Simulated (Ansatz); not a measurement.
# Be2N (built on the sites of a database entry of Ba2N): relaxing the cell for a phonon run

Task: relax Be2N (built on the sites of a database entry of Ba2N) tightly.

Calculated with Ansatz 0.2.0; DFT PBEsol, scalar-relativistic, plane waves, PAW.

The structure was built from a prototype and need not be the compound's stable phase.

### Step 1. Starting point

It takes space group R-3m (No. 166, trigonal). The conventional cell has a = 2.210 Å, b = 2.210 Å, c = 12.299 Å, α = 90.00°, β = 90.00°, γ = 120.00°. Be has 3 N at 1.52 Å nearest. Nearest to N lie 6 Be at 1.52 Å. Farther neighbours and most contacts between anions are not listed.

### Step 2. A coarse first look

First a cheap look: the gap decides the mesh and the occupations, the pressure tells how far the cell has to move.

File input.yaml:

```yaml
crystal:
  lattice:
    - [1.10484, 0.63788, 4.09963]
    - [-1.10484, 0.63788, 4.09963]
    - [0.0, -1.27576, 4.09963]
  atoms:
    - { symbol: Be, position: [0.26647, 0.26647, 0.26647] }
    - { symbol: Be, position: [0.73353, 0.73353, 0.73353] }
    - { symbol: "N", position: [0.0, 0.0, 0.0] }
kpoints:
  mp_grid: { grid: [9, 9, 9] }
hamiltonian:
  xc: pbesol
scf:
  occupations: { method: gaussian, width: 0.1 }
output:
  forces: true
  stress: true
  eigenvalues: true
```

The run is started by

```sh
> ansatz run input.yaml --threads 8 --pin off --max-ram 14336MiB --backend cpu --events-out ev --progress --plain --runs-dir out
```

Numbers of over 12 decimals in the logs are rounded to 6 here.

What it wrote:

```text
[...]
k-point 0: bands = ["-9.9525", "2.7023", "4.5356", "12.1612", "12.1612", "18.9434", "26.0647", "26.0647", "28.7926"]
  k-point 1: bands = ["-9.6276", "2.7947", "5.0759", "10.6893", "11.5574", "19.0018", "25.9060", "26.6491", "28.7388"]
  k-point 2: bands = ["-8.6647", "3.0902", "6.3068", "7.7867", "10.2896", "18.7906", "24.7843", "26.2152", "26.5020"]
  k-point 84: bands = ["-9.5650", "0.8533", "10.0990", "10.5545", "11.5440", "13.9645", "25.8125", "26.9674", "28.7558"]
[key lines of the parts left out:]
SCF converged after 7 iterations
Free energy (F): -557.493309 eV
Fermi energy:    11.594132 eV
P = ⅓ Tr σ = 127.3748 GPa (1273.748 kbar)
```

Wall time 0.27 s (8 threads of Intel Xeon Platinum 8488C (Sapphire Rapids), shared host); peak memory 0.34 GiB.

This run has no spin polarisation although its electron count is odd.

Numbers from this step:

```
pressure          : 127.4 GPa
volume per atom   : 5.778 Å³
gap on the k-mesh : 0 eV
```

The coarse mesh shows no gap and a pressure of 127.4 GPa.

### Step 3. Rough relaxation

A rough relaxation comes first, because large forces or stress need no tight tolerances yet.

Changes to input.yaml since step 2:

```diff
@@ -10,3 +10,3 @@
 kpoints:
-  mp_grid: { grid: [9, 9, 9] }
+  mp_grid: { grid: [12, 12, 12] }
 hamiltonian:
@@ -19 +19,6 @@
   eigenvalues: true
+relax:
+  adjacent_minimum: "off"
+  f_tol: 0.05
+  max_steps: 80
+  cell: { stress_tol: 0.5 }
```

What it wrote:

```text
[...]
Crystal: 3 atoms, lattice volume = 17.335 Å³
Basis set: ecut = 420 eV, 349 PW (Γ), FFT grids on a1−a3, a2−a3, a3, exchange–correlation on 30×30×60 points (8 copies of the dense FFT grid, shifted against one another)
Bands: 9, of which v1, the nominal top of the filled ones, is band 5 counted from 1 (4 counted from 0)
Symmetry: 12 space group operations
[...]
F+E_penalty+E_count = -560.62153030 eV   max|allowed force component| = 1.655e-4 eV/Å   (the final SCF, on the basis selected at the relaxed cell)
  cell:  # Å, volume = 24.5259 Å³
    - [1.323233, 0.763969, 4.043536]
    - [-1.323233, 0.763969, 4.043536]
    - [2.791382007690161e-17, -1.527938, 4.043536]
  atoms:
    - { symbol: Be, position: [0.267702, 0.267702, 0.267702] }
    - { symbol: Be, position: [0.732298, 0.732298, 0.732298] }
    - { symbol: N, position: [0, 0, 0] }
[key lines of the parts left out:]
SCF converged after 4 iterations
Free energy (F): -560.621530 eV
Fermi energy:    8.298001 eV
P = ⅓ Tr σ = 0.0366 GPa (0.366 kbar)
```

Run time: 4.9 s. Hardware: 8 threads; peak memory 0.46 GiB.

Relaxation path:

```
step  energy less that of the first step (eV)  largest force component (eV/Å)  pressure (GPa)  volume (Å³)
   1                                   0.0000                          2.6041          127.36        17.34
   2                                  -1.5050                          0.9194           79.00        19.01
   3                                  -2.4355                          0.6202           43.13        20.86
   4                                  -2.8975                          0.3209           15.47        22.76
   5                                  -2.9902                          0.0985            3.10        23.43
   6                                  -2.9931                          0.0343            0.18        23.73
  7*                                  -3.1199                          0.0697            5.46        23.73
   8                                  -3.1314                          0.0090            0.75        24.37
   9                                  -3.1311                          0.0611            0.19        24.52
  10                                  -3.1313                          0.0003            0.01        24.53
 11*                                  -3.1337                          0.0002            0.04        24.53
```

Relaxation steps marked * repeat the geometry before them on a plane-wave basis chosen anew for their cell, so energy and pressure can jump there.

The run keeps the 12 symmetry operations that it works with, so distortions that break them were not tested.

```csv
cell as run,before,after,change
a (Å),4.294,4.323,+0.7 %
b (Å),4.294,4.323,+0.7 %
c (Å),4.294,4.323,+0.7 %
α (°),29.82,35.65,+19.5 %
β (°),29.82,35.65,+19.5 %
γ (°),29.82,35.65,+19.5 %
volume (Å³/atom),5.78,8.18,+41.5 %
```

The atoms that moved most (Å, as changes of fractional coordinates times the final cell):

```
atom     dx     dy      dz  length
 Be2  0.000  0.000  -0.015   0.015
 Be1  0.000  0.000   0.015   0.015
```

The relaxed structure:

```cif
data_structure
_symmetry_space_group_name_H-M 'P 1'
_symmetry_Int_Tables_number 1
_cell_length_a 4.3226
_cell_length_b 4.3226
_cell_length_c 4.3226
_cell_angle_alpha 35.651
_cell_angle_beta 35.651
_cell_angle_gamma 35.651
_cell_volume 24.53
loop_
_atom_site_label
_atom_site_type_symbol
_atom_site_fract_x
_atom_site_fract_y
_atom_site_fract_z
_atom_site_occupancy
Be1 Be 0.26770 0.26770 0.26770 1
Be2 Be 0.73230 0.73230 0.73230 1
N3 N 0.00000 0.00000 0.00000 1
```

This step gave:

| Quantity | Value |
| --- | --- |
| pressure | 0.03656 GPa |
| volume per atom | 8.175 Å³ |

In this step the volume went from 5.78 to 8.18 Å³/atom.

### Step 4. Relaxation

The cell and atoms are relaxed, since residual forces and stress would shift the frequencies.

input.yaml, the sections that differ from step 3:

```yaml
crystal:
  lattice:
    - [1.32323316, 0.7639690211, 4.043535509]
    - [-1.32323316, 0.7639690211, 4.043535509]
    - [0.0, -1.5279380423, 4.043535509]
  atoms:
    - { symbol: Be, position: [0.2677018498, 0.2677018498, 0.2677018498] }
    - { symbol: Be, position: [0.7322981502, 0.7322981502, 0.7322981502] }
    - { symbol: "N", position: [0.0, 0.0, 0.0] }
kpoints:
  mp_grid: { grid: [18, 18, 18] }
relax:
  adjacent_minimum: "off"
  f_tol: 0.005
  max_steps: 80
  cell: { stress_tol: 0.05 }
# hamiltonian, scf, output: as in step 3
```

What it wrote:

```text
[...]
Crystal: 3 atoms, lattice volume = 24.526 Å³
Basis set: ecut = 420 eV, 493 PW (Γ), FFT grids on a1−a3, a2−a3, a3, exchange–correlation on 36×36×60 points (8 copies of the dense FFT grid, shifted against one another)
Bands: 9, of which v1, the nominal top of the filled ones, is band 5 counted from 1 (4 counted from 0)
[... 1 set-up line as in the run before ...]
[...]
k-points: 580 of 5832
[...]
SCF iter   1: F=—  HF=-560.640578 eV  |F-HF|=—  |Δ(HF+E_count)|=         —  Δρ=1.46e-2  dr2=5.05e-2  ethr=1.77e-3  ⟨swp⟩=5.1  Hψ=38472  notcnv=0
[...]
SCF iter   6: F=-560.625347 eV  HF=-560.625347 eV  |F-HF|=5.01e-11  |Δ(HF+E_count)|=   1.15e-9  Δρ=1.31e-6  dr2=2.17e-10  ethr=2.23e-10  ⟨swp⟩=2.6  Hψ=17680  notcnv=0
SCF 1 converged in 6 iterations: F = -560.625347 eV  dr2 = 2.17e-10
[...]
relax step   1: F+E_penalty+E_count = -560.62534677 eV  Δ(F+E_penalty+E_count) = +0.000e0 eV  max|allowed force component| = 2.362e-2 eV/Å  Δτ_max = 0.0000 Å  P = -0.026 GPa  Ω = 24.526 Å³  (6 SCF iters, dr2 threshold 1.00e-7 eV, accepted)
Crystal: 3 atoms, lattice volume = 24.369 Å³
Basis set: ecut = 420 eV, 481 PW (Γ), FFT grids on a1−a3, a2−a3, a3, exchange–correlation on 36×36×60 points (8 copies of the dense FFT grid, shifted against one another)
[...]
SCF iter   4: F=-560.625976 eV  HF=-560.625976 eV  |F-HF|=2.09e-9  |Δ(HF+E_count)|=   1.77e-6  Δρ=2.42e-5  dr2=6.67e-8  ethr=1.90e-9  ⟨swp⟩=3.2  Hψ=21130  notcnv=0
SCF 2 converged in 4 iterations: F = -560.625976 eV  dr2 = 6.67e-8
relax step   2: F+E_penalty+E_count = -560.62597636 eV  Δ(F+E_penalty+E_count) = -6.296e-4 eV  max|allowed force component| = 3.885e-3 eV/Å  Δτ_max = 0.0056 Å  P = +0.213 GPa  Ω = 24.369 Å³  energy of the carried Pulay correction = +4.021e-4 eV  (4 SCF iters, dr2 threshold 1.71e-7 eV, accepted)
Crystal: 3 atoms, lattice volume = 24.396 Å³
[...]
SCF iter   3: F=-560.625926 eV  HF=-560.625926 eV  |F-HF|=3.08e-8  |Δ(HF+E_count)|=   6.21e-7  Δρ=2.35e-5  dr2=8.49e-8  ethr=1.98e-9  ⟨swp⟩=3.0  Hψ=19234  notcnv=0
SCF 3 converged in 3 iterations: F = -560.625926 eV  dr2 = 8.49e-8
relax step   3: F+E_penalty+E_count = -560.62592564 eV  Δ(F+E_penalty+E_count) = +5.072e-5 eV  max|allowed force component| = 6.613e-3 eV/Å  Δτ_max = 0.0005 Å  P = +0.081 GPa  Ω = 24.396 Å³  energy of the carried Pulay correction = +3.336e-4 eV  (3 SCF iters, dr2 threshold 1.78e-7 eV, accepted)
[...]
relax step   4: F+E_penalty+E_count = -560.62591273 eV  Δ(F+E_penalty+E_count) = +1.291e-5 eV  max|allowed force component| = 3.229e-3 eV/Å  Δτ_max = 0.0001 Å  P = +0.019 GPa  Ω = 24.402 Å³  energy of the carried Pulay correction = +3.176e-4 eV  (4 SCF iters, dr2 threshold 1.77e-8 eV, accepted)
[...]
SCF iter   5: F=-560.625633 eV  HF=-560.625633 eV  |F-HF|=1.48e-12  |Δ(HF+E_count)|=  8.41e-12  Δρ=1.58e-7  dr2=1.85e-12  ethr=1.00e-12  ⟨swp⟩=5.1  Hψ=18273  notcnv=0
SCF 5 converged in 5 iterations: F = -560.625633 eV  dr2 = 1.85e-12
relax step   5: F+E_penalty+E_count = -560.62563339 eV  Δ(F+E_penalty+E_count) = +2.793e-4 eV  max|allowed force component| = 3.293e-3 eV/Å  Δτ_max = 0.0000 Å  P = -0.002 GPa  Ω = 24.402 Å³  stress off target by 2.47e-2 GPa  SCF on the basis re-selected at this cell (its energy is not comparable with the rows above)  (5 SCF iters)
basis re-selected at this cell: Δ(F+E_penalty+E_count) = +2.793e-4 eV, ΔP = -0.021 GPa vs the last step (what re-selecting the basis moved, of the pressure what is left beyond the Pulay correction that the steps carried, after the strain that the cell walked since its last selection, with what the two solves' SCF thresholds leave and, on support functions, any second-order correction that the steps lacked; it is no m [...]
SCF converged after 5 iterations
Free energy (F): -560.625633 eV
[...]
Internal energy: -560.622074 eV  (E = F + TS)
E sigma→0 (E₀):  -560.623854 eV
Entropy (-TS):   -0.003560 eV (-1.187 meV/atom)
Fermi energy:    8.363319 eV
[...]
--- Forces (eV/Å), atoms counted from 1 ---
  atom   1  Be    -0.00000000     0.00000000    -0.00329287
  atom   2  Be     0.00000000    -0.00000000     0.00329287
  atom   3  N      0.00000000    -0.00000000     0.00000000
  max |Σ_I F_I| component: 9.25e-18 eV/Å
--- Stress (GPa, compression-positive) ---
        0.010004      -0.000000       0.000000
       -0.000000       0.010004       0.000000
        0.000000       0.000000      -0.024666
  P = ⅓ Tr σ = -0.0016 GPa (-0.016 kbar)
--- Band table (eV; the first three rows and the last of 580) ---
[...]
--- Relaxed structure (4 steps of the walk, 4 accepted, 1 SCFs on fresh bases) ---
[...]
cell:  # Å, volume = 24.4020 Å³
    - [1.323758, 0.764272, 4.019917]
    - [-1.323758, 0.764272, 4.019917]
    - [0, -1.528544, 4.019917]
  atoms:
    - { symbol: Be, position: [0.267276, 0.267276, 0.267276] }
    - { symbol: Be, position: [0.732724, 0.732724, 0.732724] }
    - { symbol: N, position: [0, 0, 0] }
```

Wall time 5.7 s (8 threads); peak memory 0.56 GiB.

The steps of the relaxation:

| step | energy less that of the first step (eV) | largest force component (eV/Å) | pressure (GPa) | volume (Å³) |
| --- | --- | --- | --- | --- |
| 1 | 0.0000 | 0.0236 | -0.03 | 24.53 |
| 2 | -0.0006 | 0.0039 | 0.21 | 24.37 |
| 3 | -0.0006 | 0.0066 | 0.08 | 24.40 |
| 4 | -0.0006 | 0.0032 | 0.02 | 24.40 |
| 5* | -0.0003 | 0.0033 | 0.00 | 24.40 |

Relaxation steps marked * repeat the geometry before them on a plane-wave basis chosen anew for their cell, so energy and pressure can jump there.

The run keeps the 12 symmetry operations that it works with, so distortions that break them were not tested.

| conventional cell, symmetrised | before | after | change |
| --- | --- | --- | --- |
| a (Å) | 2.646 | 2.648 | +0.0 % |
| b (Å) | 2.646 | 2.648 | +0.0 % |
| c (Å) | 12.131 | 12.060 | -0.6 % |
| volume (Å³/atom) | 8.18 | 8.13 | -0.5 % |

Final coordinates:

```xyz
3
Lattice="1.3238 0.7643 4.0199 -1.3238 0.7643 4.0199 0.0000 -1.5285 4.0199" Properties=species:S:1:pos:R:3 pbc="T T T"
Be    0.0000    0.0000    3.2233
Be    0.0000    0.0000    8.8365
N     0.0000    0.0000    0.0000
```

Numbers from this step:

```
pressure        : -0.001553 GPa
volume per atom : 8.134 Å³
```

In this step the volume went from 8.18 to 8.13 Å³/atom.

### Step 5. Relaxing to small forces for the phonons

Phonons need a cell at rest on their own settings, so the relaxation is repeated with tight tolerances on forces and stress on the k mesh and occupations of the first response run.

File input.yaml:

```yaml
crystal:
  lattice:
    - [1.3237582836, 0.7642722014, 4.0199172378]
    - [-1.3237582836, 0.7642722014, 4.0199172378]
    - [0.0, -1.5285444028, 4.0199172378]
  atoms:
    - { symbol: Be, position: [0.2672763555, 0.2672763555, 0.2672763555] }
    - { symbol: Be, position: [0.7327236445, 0.7327236445, 0.7327236445] }
    - { symbol: "N", position: [0.0, 0.0, 0.0] }
kpoints:
  mp_grid: { grid: [18, 18, 18] }
hamiltonian:
  xc: pbesol
scf:
  occupations: { method: methfessel_paxton, width: 0.15 }
output:
  forces: true
  stress: true
  eigenvalues: true
relax:
  adjacent_minimum: "off"
  f_tol: 0.001
  max_steps: 60
  cell: { stress_tol: 0.01 }
```

What it wrote:

```text
[...]
Crystal: 3 atoms, lattice volume = 24.402 Å³
Basis set: ecut = 420 eV, 481 PW (Γ), FFT grids on a1−a3, a2−a3, a3, exchange–correlation on 36×36×60 points (8 copies of the dense FFT grid, shifted against one another)
Bands: 9, of which v1, the nominal top of the filled ones, is band 5 counted from 1 (4 counted from 0)
[... 1 set-up line as in the run before ...]
[...]
--- Relaxed structure (6 steps of the walk, 5 accepted, 2 SCFs on fresh bases) ---
[...]
cell:  # Å, volume = 24.3804 Å³
    - [1.323802, 0.764297, 4.016092]
    - [-1.323802, 0.764297, 4.016092]
    - [-2.733310993619756e-19, -1.528595, 4.016092]
  atoms:
    - { symbol: Be, position: [0.267201, 0.267201, 0.267201] }
    - { symbol: Be, position: [0.732799, 0.732799, 0.732799] }
    - { symbol: N, position: [0, 0, 0] }
[key lines of the parts left out:]
SCF converged after 5 iterations
Free energy (F): -560.623951 eV
Fermi energy:    8.373308 eV
P = ⅓ Tr σ = -0.0011 GPa (-0.011 kbar)
```

It took 9.6 s on 8 threads; peak memory 0.56 GiB.

Little changed from the start: no atom moved by 0.005 Å and no cell edge by 0.1 %.

This step gave:

| Quantity | Value |
| --- | --- |
| pressure | -0.001146 GPa |
| volume per atom | 8.127 Å³ |

The largest force component left is 0.010 meV/Å and the pressure is -0.001 GPa, within the tolerances set. The cell now holds 8.13 Å³/atom.

### Step 6. Outcome

```yaml
space_group_after_relaxation_within_0p01_a: R-3m
lattice_constant_a: 2.648 Å
lattice_constant_b: 2.648 Å
lattice_constant_c: 12.048 Å
volume_per_atom: 8.13 Å³
```

**Reading.** The largest force component left is 0.010 meV/Å and the pressure is -0.001 GPa, within the tolerances set. The cell now holds 8.13 Å³/atom. The relaxation keeps the symmetry of its start, so it says nothing on stability against lower symmetry. The runs are without spin polarisation, although the cell has an odd electron count. The starting cell was built on a prototype and not taken from a measurement, so the phase need not exist.

[Logs are printed without paths, hosts, clocks, repeated set-up lines and the standing remarks that a program may print on its own settings, such as how far it seeks lower states.]

[Hosts, paths, dates, database ids (printed as entryN), source tags and the programs' standing remarks are cut or masked in the printed files.]
